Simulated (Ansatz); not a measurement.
# H (I4/mmm, 2 atoms in the cell): the cell at rest

Aim: bring H (I4/mmm, 2 atoms in the cell) to small forces and stress, as phonons need.

Calculated with Ansatz 0.2.0; DFT PBEsol+D4, scalar-relativistic, plane waves, PAW.

This is a report of a sequence of runs, with most program output left out.

## (1) Set-up

It takes space group I4/mmm (No. 139, tetragonal). The conventional cell has a = 3.383 Å, b = 3.383 Å, c = 4.117 Å, α = 90.00°, β = 90.00°, γ = 90.00°. Nearest to H lie 1 H at 0.74 Å.

## (2) Probe on a coarse mesh

First a cheap look: the gap decides the mesh and the occupations, the pressure tells how far the cell has to move.

Input file input.yaml:

```yaml
crystal:
  lattice:
    - [-1.69153447, 1.69153447, 2.05847399]
    - [1.69153447, -1.69153447, 2.05847399]
    - [1.69153447, 1.69153447, -2.05847399]
  atoms:
    - { symbol: H, position: [0.90986229, 0.90986229, 0.0] }
    - { symbol: H, position: [0.09013771, 0.09013771, 0.0] }
kpoints:
  mp_grid: { grid: [8, 8, 8] }
hamiltonian:
  xc: pbesol
  dispersion: d4
scf:
  occupations: { method: gaussian, width: 0.1 }
output:
  forces: true
  stress: true
  eigenvalues: true
```

Run with:

```sh
ansatz run input.yaml --threads 4 --pin off --max-ram 7168MiB --backend cpu --events-out ev --progress --plain --runs-dir out
```

Elapsed: 1 s, on 4 threads of Arm Neoverse N1, shared host; peak memory 0.23 GiB.

Numbers from this step:

| Quantity | Value |
| --- | --- |
| pressure | 1.026 GPa |
| gap on the k-mesh | 8.749 eV |
| volume per atom | 11.78 Å³ |
| direct gap on mesh | 9.577 eV |

The coarse mesh shows a gap of 8.75 eV and a pressure of 1.0 GPa.

## (3) Rough relaxation

A rough relaxation comes first, because large forces or stress need no tight tolerances yet.

input.yaml, as its differences from that of step 2:

```diff
@@ -19 +19,6 @@
   eigenvalues: true
+relax:
+  adjacent_minimum: "off"
+  f_tol: 0.05
+  max_steps: 80
+  cell: { stress_tol: 0.5 }
```

It took 3.1 s on 4 threads; peak memory 0.25 GiB.

The steps of the relaxation:

```tsv
step	energy less that of the first step (eV)	largest force component (eV/Å)	pressure (GPa)	volume (Å³)
1	0.0000	0.6057	1.03	23.56
2	-0.0052	0.0484	0.08	23.57
3*	-0.0052	0.0483	0.08	23.57
```

Relaxation steps marked * repeat the geometry before them on a plane-wave basis chosen anew for their cell, so energy and pressure can jump there.

Forces are held to the 16 operations that the run works with; a distortion that breaks them can't arise in this run.

```tsv
conventional cell, symmetrised	before	after	change
a (Å)	3.383	3.382	-0.0 %
b (Å)	3.383	3.382	-0.0 %
c (Å)	4.117	4.121	+0.1 %
volume (Å³/atom)	11.78	11.78	+0.0 %
```

The relaxed structure:

```cif
data_structure
_symmetry_space_group_name_H-M 'P 1'
_symmetry_Int_Tables_number 1
_cell_length_a 3.1567
_cell_length_b 3.1567
_cell_length_c 3.1567
_cell_angle_alpha 115.217
_cell_angle_beta 115.217
_cell_angle_gamma 98.506
_cell_volume 23.57
loop_
_atom_site_label
_atom_site_type_symbol
_atom_site_fract_x
_atom_site_fract_y
_atom_site_fract_z
_atom_site_occupancy
H1 H 0.90801 0.90801 0.00000 1
H2 H 0.09199 0.09199 0.00000 1
```

This step gave:

```
pressure           : 0.08437 GPa
gap on the k-mesh  : 8.572 eV
direct gap on mesh : 9.420 eV
```

In this step the volume went from 11.78 to 11.78 Å³/atom.

## (4) Bringing the structure to rest

The cell and atoms are relaxed, since residual forces and stress would shift the frequencies.

Input file input.yaml:

```yaml
crystal:
  lattice:
    - [-1.6910817859, 1.6910817859, 2.060468991]
    - [1.6910817859, -1.6910817859, 2.060468991]
    - [1.6910817859, 1.6910817859, -2.060468991]
  atoms:
    - { symbol: H, position: [0.9080078067, 0.9080078067, 0.0] }
    - { symbol: H, position: [0.0919921933, 0.0919921933, 0.0] }
kpoints:
  mp_grid: { grid: [8, 8, 8] }
hamiltonian:
  xc: pbesol
  dispersion: d4
scf:
  occupations: { method: gaussian, width: 0.02 }
output:
  forces: true
  stress: true
  eigenvalues: true
  write_density: true
  write_potential: true
  elf: true
  volumetric_format: npy
relax:
  adjacent_minimum: "off"
  f_tol: 0.005
  max_steps: 80
  cell: { stress_tol: 0.05 }
```

Run time: 7.5 s. Hardware: 4 threads; peak memory 0.26 GiB; 12 s of CPU time.

Relaxation path:

```tsv
step	energy less that of the first step (eV)	largest force component (eV/Å)	pressure (GPa)	volume (Å³)
1	0.0000	0.0483	0.08	23.57
2	0.0000	0.0025	0.01	23.57
3	0.0000	0.0040	-0.01	23.57
4	-0.0001	0.0207	-0.04	23.58
5	-0.0001	0.0043	-0.01	23.57
6	-0.0001	0.0017	0.00	23.57
7*	-0.0001	0.0029	0.00	23.57
```

Relaxation steps marked * repeat the geometry before them on a plane-wave basis chosen anew for their cell, so energy and pressure can jump there.

Forces are held to the 16 operations that the run works with; a distortion that breaks them can't arise in this run.

```tsv
conventional cell, symmetrised	before	after	change
a (Å)	3.382	3.354	-0.8 %
b (Å)	3.382	3.354	-0.8 %
c (Å)	4.121	4.190	+1.7 %
volume (Å³/atom)	11.78	11.78	-0.0 %
```

The relaxed structure:

```xyz
2
Lattice="-1.6770 1.6770 2.0952 1.6770 -1.6770 2.0952 1.6770 1.6770 -2.0952" Properties=species:S:1:pos:R:3 pbc="T T T"
H     0.0000    0.0000    3.8105
H     0.0000    0.0000    0.3798
```

Numbers from this step:

| Item | Value |
| --- | --- |
| pressure | 5.32e-4 GPa |
| gap on the k-mesh | 8.597 eV |
| direct gap on mesh | 9.425 eV |

ELF in the ac plane of the conventional cell at fractional y = 0.000, with atoms of H within 0.2 Å of it. It is the smooth field of the valence electrons, not physical close to the nuclei.

Values in units of 1e-1, 17 rows by 14 columns, each cell a mean:
```
10.0 10.0  9.9  9.9  9.0  4.1  0.6  0.1  0.9  6.0  9.6 10.0 10.0 10.0
10.0 10.0  9.9  9.9  8.4  3.1  0.4  0.1  0.6  4.9  9.3  9.9 10.0 10.0
10.0  9.9  9.8  9.3  5.9  1.5  0.2  0.0  0.2  2.4  7.4  9.6  9.9 10.0
 9.9  9.8  9.1  6.8  2.9  0.5  0.1  0.0  0.1  0.8  3.9  8.0  9.7  9.9
 9.3  8.2  5.7  2.5  0.6  0.1  0.0  0.0  0.0  0.1  0.8  3.3  6.9  8.7
 4.8  3.8  1.9  0.5  0.1  0.0  0.0  0.0  0.0  0.1  0.1  0.6  2.1  4.0
 0.6  0.5  0.2  0.1  0.0  0.0  0.0  0.0  0.0  0.0  0.0  0.1  0.2  0.4
 0.1  0.1  0.0  0.0  0.0  0.0  0.0  0.0  0.0  0.0  0.0  0.0  0.0  0.0
 0.0  0.0  0.0  0.0  0.0  0.0  0.0  0.0  0.0  0.0  0.0  0.0  0.0  0.0
 0.3  0.2  0.1  0.0  0.0  0.0  0.0  0.0  0.0  0.0  0.0  0.1  0.1  0.3
 2.7  1.9  0.6  0.2  0.1  0.0  0.0  0.0  0.0  0.0  0.1  0.3  1.3  2.3
 8.4  7.1  4.2  1.4  0.3  0.1  0.0  0.0  0.0  0.1  0.5  2.3  5.3  7.4
 9.8  9.7  8.5  5.3  1.6  0.2  0.0  0.0  0.1  0.6  2.5  6.2  8.8  9.7
10.0  9.9  9.8  9.0  5.0  0.9  0.1  0.0  0.2  2.1  6.5  9.3  9.8  9.9
10.0 10.0 10.0  9.8  7.7  2.3  0.3  0.1  0.5  4.1  8.7  9.8  9.9 10.0
10.0 10.0 10.0  9.9  9.1  3.8  0.5  0.1  1.0  5.8  9.5  9.9  9.9 10.0
 9.9 10.0 10.0 10.0  9.3  4.4  0.6  0.1  1.1  6.4  9.8  9.9 10.0 10.0
```
Columns run along a (3.4 Å), rows up along c (4.2 Å), edges of the conventional cell, whose origin can differ from the input's. Atoms in or near the plane, at fractional coordinates: H at (0.00, 0.91), H at (0.00, 0.09).

Electrostatic potential energy in the ac plane of the conventional cell at fractional y = 0.000, with atoms of H within 0.2 Å of it. With pseudopotentials it is smooth inside the atoms' cores, unlike the true potential.

Values in eV, 17 rows by 14 columns, each cell a mean:
```
-36 -25  -5   0   1   2   2   2   2   1   1  -1 -10 -30
-35 -27  -6  -1   1   1   2   2   2   1   1  -1 -12 -31
-25 -14  -3   0   1   1   2   2   2   1   1  -1  -5 -17
 -6  -3  -1   0   1   1   2   2   1   1   1   0  -2  -4
 -1   0   0   1   1   1   2   2   2   1   1   1   0   0
  1   1   1   1   1   2   2   2   2   1   1   1   1   1
  1   1   1   1   2   2   2   2   2   2   1   1   1   1
  1   1   1   1   2   2   2   2   2   2   2   1   1   1
  1   1   1   2   2   2   2   2   2   2   2   1   1   1
  1   1   1   1   2   2   2   2   2   2   2   1   1   1
  1   1   1   1   1   2   2   2   2   2   1   1   1   1
  0   0   1   1   1   1   2   2   2   1   1   1   0   0
 -3  -2   0   1   1   1   2   2   1   1   1   0  -1  -2
-17  -9  -2   0   1   1   2   2   2   1   1  -1  -4 -12
-35 -24  -5   0   1   1   2   2   2   1   1  -1 -10 -28
-36 -27  -6   0   1   2   2   2   2   1   1  -1 -11 -31
-32 -18  -4   0   1   2   2   2   2   1   1  -1  -7 -23
```
Columns run along a (3.4 Å; values clipped at the 3rd and 97th percentile), rows up along c (4.2 Å), edges of the conventional cell, whose origin can differ from the input's. Atoms in or near the plane, at fractional coordinates: H at (0.00, 0.91), H at (0.00, 0.09).

Valence density in the ac plane of the conventional cell at fractional y = 0.000, with atoms of H within 0.2 Å of it. It is the smooth field of the valence electrons, not physical close to the nuclei.

Values in e/Å³, 17 rows by 14 columns, each cell a mean:
```
1.8 1.2 0.5 0.2 0.1 0.0 0.0 0.0 0.0 0.0 0.1 0.3 0.7 1.4
1.6 1.0 0.4 0.2 0.1 0.0 0.0 0.0 0.0 0.0 0.1 0.2 0.5 1.2
0.7 0.5 0.2 0.1 0.0 0.0 0.0 0.0 0.0 0.0 0.1 0.1 0.3 0.5
0.2 0.2 0.1 0.1 0.0 0.0 0.0 0.0 0.0 0.0 0.0 0.1 0.1 0.2
0.1 0.1 0.0 0.0 0.0 0.0 0.0 0.0 0.0 0.0 0.0 0.0 0.0 0.1
0.0 0.0 0.0 0.0 0.0 0.0 0.0 0.0 0.0 0.0 0.0 0.0 0.0 0.0
0.0 0.0 0.0 0.0 0.0 0.0 0.0 0.0 0.0 0.0 0.0 0.0 0.0 0.0
0.0 0.0 0.0 0.0 0.0 0.0 0.0 0.0 0.0 0.0 0.0 0.0 0.0 0.0
0.0 0.0 0.0 0.0 0.0 0.0 0.0 0.0 0.0 0.0 0.0 0.0 0.0 0.0
0.0 0.0 0.0 0.0 0.0 0.0 0.0 0.0 0.0 0.0 0.0 0.0 0.0 0.0
0.0 0.0 0.0 0.0 0.0 0.0 0.0 0.0 0.0 0.0 0.0 0.0 0.0 0.0
0.1 0.0 0.0 0.0 0.0 0.0 0.0 0.0 0.0 0.0 0.0 0.0 0.0 0.0
0.1 0.1 0.1 0.0 0.0 0.0 0.0 0.0 0.0 0.0 0.0 0.0 0.1 0.1
0.5 0.3 0.2 0.1 0.0 0.0 0.0 0.0 0.0 0.0 0.0 0.1 0.2 0.4
1.3 0.8 0.3 0.1 0.1 0.0 0.0 0.0 0.0 0.0 0.1 0.2 0.4 0.9
1.9 1.2 0.5 0.2 0.1 0.0 0.0 0.0 0.0 0.0 0.1 0.2 0.7 1.4
1.7 1.2 0.5 0.2 0.1 0.0 0.0 0.0 0.0 0.0 0.1 0.3 0.7 1.3
```
Columns run along a (3.4 Å), rows up along c (4.2 Å), edges of the conventional cell, whose origin can differ from the input's. Atoms in or near the plane, at fractional coordinates: H at (0.00, 0.91), H at (0.00, 0.09).

In this step the volume went from 11.78 to 11.78 Å³/atom.

## (5) Relaxing to small forces for the phonons

Phonons need a cell at rest on their own settings, so the relaxation is repeated with tight tolerances on forces and stress on the k mesh and occupations of the first response run.

Input file input.yaml:

```yaml
crystal:
  lattice:
    - [-1.6769925092, 1.6769925092, 2.0951523555]
    - [1.6769925092, -1.6769925092, 2.0951523555]
    - [1.6769925092, 1.6769925092, -2.0951523555]
  atoms:
    - { symbol: H, position: [0.9093638357, 0.9093638357, 0.0] }
    - { symbol: H, position: [0.0906361643, 0.0906361643, 0.0] }
kpoints:
  mp_grid: { grid: [8, 8, 8] }
hamiltonian:
  xc: pbesol
  dispersion: d4
scf:
  occupations: { method: fixed }
output:
  forces: true
  stress: true
  eigenvalues: true
relax:
  adjacent_minimum: "off"
  f_tol: 0.001
  max_steps: 60
  cell: { stress_tol: 0.01 }
```

Elapsed: 13 s, on 4 threads; peak memory 0.25 GiB; 23 s of CPU time.

Relaxation path:

```tsv
step	energy less that of the first step (eV)	largest force component (eV/Å)	pressure (GPa)	volume (Å³)
1	0.0000	0.0029	0.00	23.57
2	0.0000	0.0001	0.00	23.56
3	-0.0001	0.0129	-0.02	23.49
4	-0.0002	0.0079	-0.01	23.45
5	-0.0001	0.0537	0.09	23.46
6	-0.0002	0.0001	0.00	23.45
7	-0.0002	0.0003	0.00	23.45
8*	-0.0001	0.0012	0.00	23.45
9	-0.0002	0.0009	0.00	23.39
10*	-0.0001	0.0013	0.00	23.39
11	-0.0001	0.0008	0.00	23.36
12*	-0.0001	0.0012	0.00	23.36
13	-0.0001	0.0003	0.00	23.34
14*	-0.0001	0.0005	0.00	23.34
```

Relaxation steps marked * repeat the geometry before them on a plane-wave basis chosen anew for their cell, so energy and pressure can jump there. Relaxation step 5 was tried and not accepted.

The run keeps the 16 symmetry operations that it works with, so distortions that break them were not tested.

```tsv
conventional cell, symmetrised	before	after	change
a (Å)	3.354	3.303	-1.5 %
b (Å)	3.354	3.303	-1.5 %
c (Å)	4.190	4.278	+2.1 %
volume (Å³/atom)	11.78	11.67	-1.0 %
```

Final coordinates:

```
H
1.0
    -1.65142    1.65142    2.13923
     1.65142   -1.65142    2.13923
     1.65142    1.65142   -2.13923
H
2
Direct
  0.91122 0.91122 0.00000
  0.08878 0.08878 0.00000
```

Numbers from this step:

```yaml
pressure: 1.65e-4 GPa
gap_on_the_k_mesh: 8.645 eV
volume_per_atom: 11.67 Å³
direct_gap_on_mesh: 9.343 eV
```

The largest force component left is 0.48 meV/Å and the pressure is 0.000 GPa, within the tolerances set. The cell now holds 11.67 Å³/atom.

## (6) Outcome

| Item | Value |
| --- | --- |
| space group after relaxation (within 0.01 Å) | I4/mmm |
| lattice constant a | 3.303 Å |
| lattice constant b | 3.303 Å |
| lattice constant c | 4.278 Å |
| volume per atom | 11.7 Å³ |
| gap on the k-mesh | 8.65 eV |

**Reading.** The largest force component left is 0.48 meV/Å and the pressure is 0.000 GPa, within the tolerances set. The cell now holds 11.67 Å³/atom. The relaxation keeps the symmetry of its start, so it says nothing on stability against lower symmetry.

[Logs are printed without paths, hosts, clocks, repeated set-up lines and the standing remarks that a program may print on its own settings, such as how far it seeks lower states.]

[Hosts, paths, dates, database ids (printed as entryN), source tags and the programs' standing remarks are cut or masked in the printed files.]
